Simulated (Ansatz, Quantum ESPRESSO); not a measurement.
# Lattice dynamics of NaF (Villiaumite) in two programs, part 2 of 4

Aim: the phonon dispersion of NaF (Villiaumite), checked by a second program.

Quantum ESPRESSO 7.5; DFT LDA, scalar-relativistic, plane waves, GBRV ultrasoft pseudopotentials.

So far. Step 2 (A first look): A gap of 5.9 eV opens on this mesh, so the crystal is taken as an insulator; the start stands at -3.9 GPa. Step 4 (Ground state): The cell stands at -0.044 GPa, close enough for phonons. The relaxed cell has a = 4.524 Å (conventional setting).

## 5. Linear response on the mesh

Linear response treats each wavevector in the unit cell, with no supercell; the 4×4×4 mesh fixes the range of the force constants to be had.

ph.in reads:

```
phonons
&INPUTPH
  prefix = 'x'
  outdir = './tmp'
  fildyn = 'x.dyn'
  tr2_ph = 1.0d-18
  epsil  = .true.
  ldisp  = .true.
  nq1    = 4
  nq2    = 4
  nq3    = 4
/
```

Launch:

```bash
$ OMP_NUM_THREADS=1 mpirun -n 2 ph.x -nk 2 -in ph.in > ph.out
```

Numbers of over 12 decimals in the logs are rounded to 6 here.

Log:

```text
[banners, grids, parts of the stress and lines that vanish by symmetry left out]
[banner, memory and clock lines left out]
Program PHONON v.7.5

[...]
Exchange-correlation= PZ
                           (   1   1   0   0   0   0   0)
[...]
(   8 q-points):
[...]
kinetic-energy cut-off    =      45.0000  Ry
     charge density cut-off    =     270.0000  Ry
     convergence threshold     =      1.0E-18
[...]
Exchange-correlation= PZ
                           (   1   1   0   0   0   0   0)
[...]
q = (   0.0000000   0.0000000   0.0000000 )
     49 Sym.Ops. (with q -> -q+G )
     G cutoff =  499.8520  (  11647 G-vectors)     FFT grid: ( 32, 32, 32)
     G cutoff =  333.2346  (   6375 G-vectors)  smooth grid: ( 25, 25, 25)
     number of k points=    29
[...]
Mode symmetry, O_h (m-3m)  point group:
[...]
Dielectric constant
[...]
End of electric fields calculation
          Dielectric constant in cartesian axis
          (       1.926739947      -0.000000000      -0.000000000 )
          (       0.000000000       1.926739947      -0.000000000 )
          (      -0.000000000       0.000000000       1.926739947 )
          Effective charges (d Force / dE) in cartesian axis without acoustic sum rule applied (asr)
           atom    1  Na    Mean Z*:        1.00095
      Ex  (        1.00095       -0.00000       -0.00000 )
      Ey  (       -0.00000        1.00095       -0.00000 )
      Ez  (       -0.00000        0.00000        1.00095 )
           atom    2  F     Mean Z*:       -0.99754
      Ex  (       -0.99754       -0.00000        0.00000 )
      Ey  (       -0.00000       -0.99754        0.00000 )
      Ez  (        0.00000       -0.00000       -0.99754 )
          Effective charges Sum: Mean:        0.00341
[...]
Effective charges (d Force / dE) in cartesian axis with asr applied:
           atom    1  Na    Mean Z*:        0.99924
[...]
atom    2  F     Mean Z*:       -0.99924
[...]
Representation #   1 modes #   1   2   3
[...]
End of self-consistent calculation
     Convergence has been achieved
     Representation #   2 modes #   4   5   6
[...]
End of self-consistent calculation
     Convergence has been achieved
[...]
Dielectric constant in cartesian axis
          (       1.926739947      -0.000000000      -0.000000000 )
          (       0.000000000       1.926739947      -0.000000000 )
          (      -0.000000000       0.000000000       1.926739947 )
          Effective charges (d Force / dE) in cartesian axis without acoustic sum rule applied (asr)
           atom    1  Na    Mean Z*:        1.00095
      Ex  (        1.00095       -0.00000       -0.00000 )
      Ey  (       -0.00000        1.00095       -0.00000 )
      Ez  (       -0.00000        0.00000        1.00095 )
           atom    2  F     Mean Z*:       -0.99754
      Ex  (       -0.99754       -0.00000        0.00000 )
      Ey  (       -0.00000       -0.99754        0.00000 )
      Ez  (        0.00000       -0.00000       -0.99754 )
          Effective charges Sum: Mean:        0.00341
[...]
Effective charges (d Force / dE) in cartesian axis with asr applied:
           atom    1  Na    Mean Z*:        0.99924
[...]
atom    2  F     Mean Z*:       -0.99924
[...]
Effective charges (d P / du) in cartesian axis
[...]
q = (    0.000000000   0.000000000   0.000000000 )
[...]
freq (    1) =      -0.318336 [THz] =     -10.618541 [cm-1]
     freq (    2) =      -0.318336 [THz] =     -10.618541 [cm-1]
     freq (    3) =      -0.318336 [THz] =     -10.618541 [cm-1]
     freq (    4) =       8.304171 [THz] =     276.997312 [cm-1]
     freq (    5) =       8.304171 [THz] =     276.997312 [cm-1]
     freq (    6) =       8.304171 [THz] =     276.997312 [cm-1]
[...]
Mode symmetry, O_h (m-3m)  point group:
     freq (   1-   3) =        -10.6  [cm-1]   --> T_1u G_15  G_4- I
     freq (   4-   6) =        277.0  [cm-1]   --> T_1u G_15  G_4- I
[...]
Mode symmetry, C_3v (3m)   point group:
[...]
Representation #   1 mode #   1
[...]
End of self-consistent calculation
     Convergence has been achieved
     Representation #   2 mode #   2
[...]
End of self-consistent calculation
     Convergence has been achieved
     Representation #   3 modes #   3   4
[...]
Convergence has been achieved
     Representation #   4 modes #   5   6
[...]
Convergence has been achieved
[...]
q = (   -0.250000000   0.250000000  -0.250000000 )
[...]
freq (    1) =       3.541602 [THz] =     118.135120 [cm-1]
     freq (    2) =       3.541602 [THz] =     118.135120 [cm-1]
     freq (    3) =       5.294597 [THz] =     176.608748 [cm-1]
     freq (    4) =       7.838904 [THz] =     261.477706 [cm-1]
     freq (    5) =       7.838904 [THz] =     261.477706 [cm-1]
     freq (    6) =      12.019628 [THz] =     400.931624 [cm-1]
[...]
Mode symmetry, C_3v (3m)   point group:
     freq (   1-   2) =        118.1  [cm-1]   --> E    L_3
     freq (   3-   3) =        176.6  [cm-1]   --> A_1  L_1
     freq (   4-   5) =        261.5  [cm-1]   --> E    L_3
     freq (   6-   6) =        400.9  [cm-1]   --> A_1  L_1
[...]
Mode symmetry, D_3d (-3m)  point group:
[...]
Representation #   1 mode #   1
[...]
Convergence has been achieved
     Representation #   2 modes #   2   3
[...]
Convergence has been achieved
     Representation #   3 mode #   4
[...]
Convergence has been achieved
     Representation #   4 modes #   5   6
[...]
Convergence has been achieved
[...]
q = (    0.500000000  -0.500000000   0.500000000 )
[...]
freq (    1) =       5.915357 [THz] =     197.315063 [cm-1]
     freq (    2) =       5.915357 [THz] =     197.315063 [cm-1]
[...]
Mode symmetry, D_3d (-3m)  point group:
     freq (   1-   2) =        197.3  [cm-1]   --> E_u  L_3'
     freq (   3-   4) =        221.4  [cm-1]   --> E_g  L_3
     freq (   5-   5) =        315.7  [cm-1]   --> A_2u L_2'
     freq (   6-   6) =        320.0  [cm-1]   --> A_1g L_1
[...]
Mode symmetry, C_4v (4mm)  point group:
[...]
Convergence has been achieved
[...]
Convergence has been achieved
[...]
Convergence has been achieved
[...]
Convergence has been achieved
[...]
q = (    0.000000000   0.500000000   0.000000000 )
[...]
Mode symmetry, C_4v (4mm)  point group:
     freq (   1-   2) =        100.6  [cm-1]   --> E    G_5 D_5
     freq (   3-   3) =        219.2  [cm-1]   --> A_1  G_1 D_1
     freq (   4-   5) =        284.3  [cm-1]   --> E    G_5 D_5
     freq (   6-   6) =        357.1  [cm-1]   --> A_1  G_1 D_1
[...]
Mode symmetry, C_s (m)     point group:
[...]
q = (    0.750000000  -0.250000000   0.750000000 )
[...]
Mode symmetry, C_s (m)     point group:
     freq (   1-   1) =        157.8  [cm-1]   --> A''
     freq (   2-   2) =        204.3  [cm-1]   --> A'
     freq (   3-   3) =        243.2  [cm-1]   --> A'
     freq (   4-   4) =        267.8  [cm-1]   --> A''
     freq (   5-   5) =        286.6  [cm-1]   --> A'
     freq (   6-   6) =        315.7  [cm-1]   --> A'
[...]
Mode symmetry, C_2v (mm2)  point group:
[...]
q = (    0.500000000   0.000000000   0.500000000 )
[...]
Mode symmetry, C_2v (mm2)  point group:
     freq (   1-   1) =        166.4  [cm-1]   --> B_2  D_4  S_4
     freq (   2-   2) =        195.8  [cm-1]   --> B_1  D_3  S_3
     freq (   3-   3) =        223.0  [cm-1]   --> B_1  D_3  S_3
     freq (   4-   4) =        249.7  [cm-1]   --> A_1  D_1  S_1
     freq (   5-   5) =        293.0  [cm-1]   --> B_2  D_4  S_4
     freq (   6-   6) =        334.7  [cm-1]   --> A_1  D_1  S_1
[...]
Mode symmetry, D_4h(4/mmm) point group:
[...]
Convergence has been achieved
[...]
Convergence has been achieved
[...]
Convergence has been achieved
[...]
Convergence has been achieved
[...]
q = (    0.000000000  -1.000000000   0.000000000 )
[...]
freq (    5) =       8.738908 [THz] =     291.498593 [cm-1]
     freq (    6) =       9.349790 [THz] =     311.875420 [cm-1]
[...]
Mode symmetry, D_4h(4/mmm) point group:
     freq (   1-   2) =        142.0  [cm-1]   --> E_u  X_5' M_5'
     freq (   3-   3) =        263.0  [cm-1]   --> A_2u X_4' M_4'
     freq (   4-   5) =        291.5  [cm-1]   --> E_u  X_5' M_5'
     freq (   6-   6) =        311.9  [cm-1]   --> A_2u X_4' M_4'
[...]
Mode symmetry, D_2d (-42m) point group:
[...]
Representation #   1 mode #   1
[...]
Convergence has been achieved
     Representation #   2 mode #   2
[...]
Convergence has been achieved
     Representation #   3 modes #   3   4
[...]
End of self-consistent calculation
     Convergence has been achieved
     Representation #   4 modes #   5   6
[...]
End of self-consistent calculation
     Convergence has been achieved
[...]
q = (   -0.500000000  -1.000000000   0.000000000 )
[...]
freq (    1) =       6.360782 [THz] =     212.172834 [cm-1]
     freq (    2) =       6.360782 [THz] =     212.172834 [cm-1]
     freq (    3) =       6.770313 [THz] =     225.833339 [cm-1]
     freq (    4) =       7.490477 [THz] =     249.855431 [cm-1]
     freq (    5) =       9.040569 [THz] =     301.560917 [cm-1]
     freq (    6) =       9.040569 [THz] =     301.560917 [cm-1]
[...]
Mode symmetry, D_2d (-42m) point group:
     freq (   1-   2) =        212.2  [cm-1]   --> E    X_5  W_3
     freq (   3-   3) =        225.8  [cm-1]   --> B_2  X_3  W_2
     freq (   4-   4) =        249.9  [cm-1]   --> A_1  X_1  W_1
     freq (   5-   6) =        301.6  [cm-1]   --> E    X_5  W_3
```

The job ended after 5.7 min (2 MPI ranks of AMD EPYC 9R14 (Zen 4), shared host; 11 min of CPU time).

Numbers from this step:

```yaml
miss_of_the_charge_sum_rule: 0.003410 e
largest_acoustic_frequency_at_the_zone_centre_before_the_sum_rule: -10.62 cm⁻¹
highest_optical_zone_centre_mode_no_lo_to_term: 277 cm⁻¹
lowest_optical_zone_centre_mode: 277 cm⁻¹
mean_high_frequency_dielectric_constant: 1.927
largest_born_charge_in_size_third_of_the_trace: 1.001 e
lowest_mode_on_the_q_mesh_acoustic_ones_at_the_zone_centre_apart: 100.6 cm⁻¹
```

Frequencies (cm⁻¹) at each irreducible wavevector; negative means imaginary. Frequencies by wavevector:

```
  q (fractions)  star  mode 1  mode 2  mode 3  mode 4  mode 5  mode 6
          0 0 0     1  -10.62  -10.62  -10.62     277     277     277
       0 0 0.25     8   118.1   118.1   176.6   261.5   261.5   400.9
       0 0 -0.5     4   197.3   197.3   221.4   221.4   315.7     320
    0 0.25 0.25     6   100.6   100.6   219.2   284.3   284.3   357.1
    0 0.25 -0.5    24   157.8   204.3   243.2   267.8   286.6   315.7
   0 0.25 -0.25    12   166.4   195.8     223   249.7     293   334.7
    0 -0.5 -0.5     3     142     142     263   291.5   291.5   311.9
0.25 -0.5 -0.25     6   212.2   212.2   225.8   249.9   301.6   301.6
```

Born charge (rows field, columns displacement), before the sum rule (e), principal values of the symmetric part by kind of site:

```
atom  atoms with these values    low  middle   high   mean
 Na1                        1   1.00    1.00   1.00   1.00
  F2                        1  -1.00   -1.00  -1.00  -1.00
```

In full for Na1:

```
1.00 0.00 0.00
0.00 1.00 0.00
0.00 0.00 1.00
```

High-frequency dielectric tensor:

```
1.93 0.00 0.00
0.00 1.93 0.00
0.00 0.00 1.93
```

The acoustic modes at Γ come out as far as 10.6 cm⁻¹ from zero, where they should vanish, a sizeable error of basis and grid; the Born charges miss their sum rule by 0.0034 e, which is good.

## 6. Force constants in real space

The dynamical matrices of the mesh are Fourier-transformed to force constants in real space, after the long-range dipole part is taken out.

q2r.in reads:

```
&INPUT
  fildyn = 'x.dyn'
  zasr   = 'simple'
  flfrc  = 'x.fc'
/
```

Launch:

```bash
$ q2r.x < q2r.in > q2r.out
```

Log:

```text
[banners, grids, parts of the stress and lines that vanish by symmetry left out]
[banner, memory and clock lines left out]
Program Q2R v.7.5

  reading grid info from file x.dyn0

  reading force constants from file x.dyn1
 macroscopic fields = T
   1.92674   0.00000  -0.00000
  -0.00000   1.92674   0.00000
[...]
na=            1
[...]
na=            2
[...]
-0.00000  -0.99754   0.00000
   0.00000  -0.00000  -0.99754
  alpha Ewald:    1.851304
  nqs=            1
 q=   0.00000000  0.00000000  0.00000000
  reading force constants from file x.dyn2
  alpha Ewald:    1.851304
  nqs=            8
 q=  -0.25000000  0.25000000 -0.25000000
[...]
reading force constants from file x.dyn7
  alpha Ewald:    1.851304
  nqs=            3
[...]
reading force constants from file x.dyn8
  alpha Ewald:    1.851304
  nqs=            6
[...]
q=  -1.00000000 -0.50000000  0.00000000
 q=   0.00000000 -0.50000000 -1.00000000

      q-space grid ok, #points =   64

      fft-check success (sum of imaginary terms < 10^-12)
```

Elapsed: 0.7 s, on 1 thread.

## 7. Dispersion

From the force constants any wavevector is cheap; points of the mesh come back as solved, but for the sum rule and, in polar crystals, the LO-TO term at Γ; the rest is interpolation.

matdyn.in reads:

```
&INPUT
  asr              = 'simple'
  flfrc            = 'x.fc'
  flfrq            = 'x.freq'
  flvec            = 'x.modes'
  q_in_band_form   = .true.
  q_in_cryst_coord = .true.
/
8
  0.0000000   0.0000000   0.0000000  12  ! GAMMA
  0.0000000   0.5000000   0.5000000  12  ! X
  0.0000000   0.6250000   0.3750000   1  ! U
 -0.3750000   0.3750000  -0.0000000  12  ! K
  0.0000000   0.0000000   0.0000000  12  ! GAMMA
  0.0000000   0.5000000  -0.0000000  12  ! L
 -0.2500000   0.5000000   0.2500000  12  ! W
  0.0000000   0.5000000   0.5000000   1  ! X
```

Launch:

```bash
$ matdyn.x -in matdyn.in > matdyn.out
```

Log:

```text
[banner, memory and clock lines left out]
Program MATDYN v.7.5

 mass for atomic type   1 not given; uses mass from file x.fc
 mass for atomic type   2 not given; uses mass from file x.fc
```

Run time: 0.68 s. Hardware: 1 thread.

This step gave:

| Item | Value |
| --- | --- |
| lowest frequency on the path | 0 cm⁻¹ |

Matdyn.x, sum rule simple. Phonon branches along the path, in cm⁻¹:

```csv
point,branch 1,branch 2,branch 3,branch 4,branch 5,branch 6
Γ,0,0,0,277,277,428
halfway,101,101,220,284,284,357
X,142,142,263,292,292,312
halfway,148,168,257,286,293,310
U,165,222,237,269,292,306
jump to K,165,222,237,269,292,306
halfway,124,158,206,241,287,375
Γ,0,0,0,277,277,428
halfway,119,119,177,262,262,401
L,198,198,222,222,316,320
halfway,192,199,248,255,293,306
W,212,212,226,250,302,302
halfway,166,177,250,280,295,309
X,142,142,263,292,292,312
```

The phonon branches as a text plot (rows in cm⁻¹):

```
    419 |***                       ********
    401 |   **                    *        **
    383 |     *                 **           **
    365 |      *               *               *
    347 |                                       *
    330 |       *             *
    312 |        *********** *                   ******    ******
    294 |       *****************                    ************
    276 |*******  **    **  *    **********     *            **
    258 |        *  ***** ** **  ***       *****     ******** ***
    240 |       *        *  *   *              **   *** **  **
    223 |      *          ** ***              *  ****     **
    205 |                *  *** *            *   ************
    187 |     *         *   ** * *              *  ****     **
    169 |              * ***  *             *  *             **
    151 |    *        ***      ** *        *  *               ***
    134 |         ****           *           *
    116 |   *   **              * **      * *
     98 |      *                 *       * *
     80 |  * **                   ***     *
     62 |   *                      **   **
     45 | **                        *** *
     27 | *                          **
      9 |*                             *
         Γ           X  U|K            Γ         L        W     X
```

All branches are real along the path.

## 8. Density of states

Sums over the zone need many more wavevectors than were solved, so the interpolation is sampled on a dense mesh.

matdyn.in reads:

```
&INPUT
  asr    = 'simple'
  flfrc  = 'x.fc'
  dos    = .true.
  fldos  = 'x.dos'
  nk1    = 17
  nk2    = 17
  nk3    = 17
  deltaE = 1.0
/
```

Launch:

```bash
$ matdyn.x -in matdyn.in > matdyn.out
```

Log:

```text
[banner, memory and clock lines left out]
Program MATDYN v.7.5

 mass for atomic type   1 not given; uses mass from file x.fc
 mass for atomic type   2 not given; uses mass from file x.fc
```

Elapsed: 5.9 s, on 1 thread.

Numbers from this step:

- share of modes beyond 3i cm⁻¹ on the dense interpolated mesh: 0
- zero-point energy per atom: 44.63 meV
- heat capacity at 300 K: 22.22 J/(mol atoms K)
- vibrational entropy at 300 K: 24.09 J/(mol atoms K)

The phonon density of states has structure finer than the step of the table below, so its rows give means over 10 cm⁻¹, whole bins alone (the curve runs from 0 to 428 cm⁻¹). Peaks (cm⁻¹: height): total 188.0: 0.0297, 200.0: 0.0316, 242.0: 0.0395, 294.0: 0.0667, 306.0: 0.0458; F 188.0: 0.00887, 232.0: 0.0223, 294.0: 0.0357, 306.0: 0.0350; Na 188.0: 0.0208, 200.0: 0.0254, 242.0: 0.0176, 294.0: 0.0310, 304.0: 0.0114.

Tetrahedra. The phonon density of states by wavenumber; means over each step; values in 1/cm⁻¹/cell:

| wavenumber (cm⁻¹) | total | F | Na |
| --- | --- | --- | --- |
| 10 | 1.4e-5 | 6.5e-6 | 6.5e-6 |
| 20 | 5.3e-5 | 2.4e-5 | 3.0e-5 |
| 30 | 3.0e-4 | 1.3e-4 | 1.7e-4 |
| 40 | 5.5e-4 | 2.5e-4 | 3.0e-4 |
| 50 | 9.7e-4 | 4.4e-4 | 5.3e-4 |
| 60 | 0.00147 | 6.6e-4 | 8.1e-4 |
| 70 | 0.00201 | 9.0e-4 | 0.00111 |
| 80 | 0.00286 | 0.00127 | 0.00159 |
| 90 | 0.00372 | 0.00164 | 0.00208 |
| 100 | 0.00487 | 0.00213 | 0.00273 |
| 110 | 0.00622 | 0.00269 | 0.00353 |
| 120 | 0.00797 | 0.00341 | 0.00456 |
| 130 | 0.0102 | 0.00432 | 0.00593 |
| 140 | 0.0141 | 0.00585 | 0.00826 |
| 150 | 0.0183 | 0.00745 | 0.0109 |
| 160 | 0.0197 | 0.00775 | 0.0119 |
| 170 | 0.0211 | 0.00789 | 0.0132 |
| 180 | 0.0243 | 0.00826 | 0.0161 |
| 190 | 0.0266 | 0.00767 | 0.0189 |
| 200 | 0.0262 | 0.00583 | 0.0204 |
| 210 | 0.0186 | 0.00516 | 0.0134 |
| 220 | 0.0104 | 0.00463 | 0.00580 |
| 230 | 0.0287 | 0.0204 | 0.00835 |
| 240 | 0.0359 | 0.0210 | 0.0149 |
| 250 | 0.0283 | 0.0154 | 0.0129 |
| 260 | 0.0371 | 0.0198 | 0.0174 |
| 270 | 0.0397 | 0.0198 | 0.0199 |
| 280 | 0.0439 | 0.0237 | 0.0202 |
| 290 | 0.0523 | 0.0281 | 0.0242 |
| 300 | 0.0266 | 0.0169 | 0.00976 |
| 310 | 0.0268 | 0.0203 | 0.00648 |
| 320 | 0.0111 | 0.00783 | 0.00323 |
| 330 | 0.00900 | 0.00577 | 0.00324 |
| 340 | 0.00731 | 0.00439 | 0.00291 |
| 350 | 0.00636 | 0.00369 | 0.00268 |
| 360 | 0.00560 | 0.00318 | 0.00242 |
| 370 | 0.00497 | 0.00278 | 0.00219 |
| 380 | 0.00435 | 0.00241 | 0.00194 |
| 390 | 0.00372 | 0.00205 | 0.00168 |
| 400 | 0.00309 | 0.00170 | 0.00140 |
| 410 | 0.00238 | 0.00130 | 0.00108 |
| 420 | 0.00141 | 7.7e-4 | 6.4e-4 |

Harmonic thermodynamic functions per atom, summed over the density of states scaled to three modes an atom; melting is ignored. Thermodynamic functions:

```csv
T (K),F_vib (meV/atom),S (J/mol-atom/K),C_V (J/mol-atom/K)
0,44.63,0,0
50,44.54,0.789,2.478
100,43.17,4.973,10.57
200,32.4,15.6,19.4
300,11.63,24.09,22.22
400,-16.88,30.66,23.35
500,-51.49,35.94,23.91
600,-91.07,40.33,24.21
700,-134.9,44.08,24.41
800,-182.3,47.34,24.53
900,-232.9,50.24,24.62
1000,-286.3,52.84,24.68
```

At 300 K the heat capacity has reached 89 % of the Dulong-Petit value.

## 9. Modes with the sum rule

A rigid shift of the crystal must cost nothing, but grids and finite bases break this; the acoustic sum rule is imposed before the matrix is diagonalised again. With Born charges the intensities follow, and the static dielectric tensor.

dynmat.in reads:

```
&INPUT
  fildyn = 'x.dyn1'
  asr    = 'simple'
  fileig = 'dynmat.eig'
  lperm  = .true.
/
```

Launch:

```bash
$ dynmat.x -in dynmat.in > dynmat.out
```

Log:

```text
[banner, memory and clock lines left out]
Program DYNMAT v.7.5

     Reading Dynamical Matrix from file x.dyn1
     ...Force constants read
     ...epsilon and Z* read
     A direction for q was not specified:TO-LO splitting will be absent

     Polarizability (A^3 units)
     multiply by 0.763993 for Clausius-Mossotti correction
         1.707055    0.000000   -0.000000
        -0.000000    1.707055    0.000000
        -0.000000   -0.000000    1.707055

     IR activities are in (D/A)^2/amu units

# mode   [cm-1]    [THz]      IR
    1     -0.00   -0.0000    0.0000
    2     -0.00   -0.0000    0.0000
    3     -0.00   -0.0000    0.0000
    4    277.17    8.3094    2.2145
    5    277.17    8.3094    2.2145
    6    277.17    8.3094    2.2145

Electronic dielectric permittivity tensor (relative, adimensional)
         1.926740    0.000000   -0.000000
        -0.000000    1.926740    0.000000
        -0.000000   -0.000000    1.926740

 ... with zone-center polar mode contributions
         4.582800    0.000000    0.000000
         0.000000    4.582800    0.000000
         0.000000    0.000000    4.582800
```

It took 0.63 s on 1 thread.

Read from the output:

- highest optical zone-centre mode (no LO-TO term): 277.2 cm⁻¹
- lowest optical zone-centre mode: 277.2 cm⁻¹
- mean static dielectric constant: 4.583

Unit eigenvectors of the mass-weighted matrix after the sum rule; no LO-TO term. The modes at Γ (shares of kinetic energy by element, %):

```csv
mode,frequency (cm⁻¹),symmetry,Na %,F %
1,0.0,acoustic,55,45
2,0.0,acoustic,55,45
3,0.0,acoustic,55,45
4,277.2,T1u,45,55
5,277.2,T1u,45,55
6,277.2,T1u,45,55
```

Displacements in mode 5 (277.2 cm⁻¹), the largest set to 1:
```
Na1  0.00  0.00 -0.83
F2   0.00  0.00  1.00
```

Degenerate modes summed, no LO-TO term. Infrared lines, with heights relative to the strongest:

| position (cm⁻¹) | lines merged | label | IR intensity, relative |
| --- | --- | --- | --- |
| 277 | 3 | T1u | 100 |

Static dielectric tensor (ions relaxed, fixed cell):

```
4.58 0.00 0.00
0.00 4.58 0.00
0.00 0.00 4.58
```

The rule moves no optical mode by more than 0.2 cm⁻¹.

[end of part 2 of 4]

[Host names and launcher messages were left out of these logs when they were recorded.]

[Logs are printed without paths, hosts, clocks, repeated set-up lines and the standing remarks that a program may print on its own settings, such as how far it seeks lower states.]

[Hosts, paths, dates, database ids (printed as entryN), source tags and the programs' standing remarks are cut or masked in the printed files.]
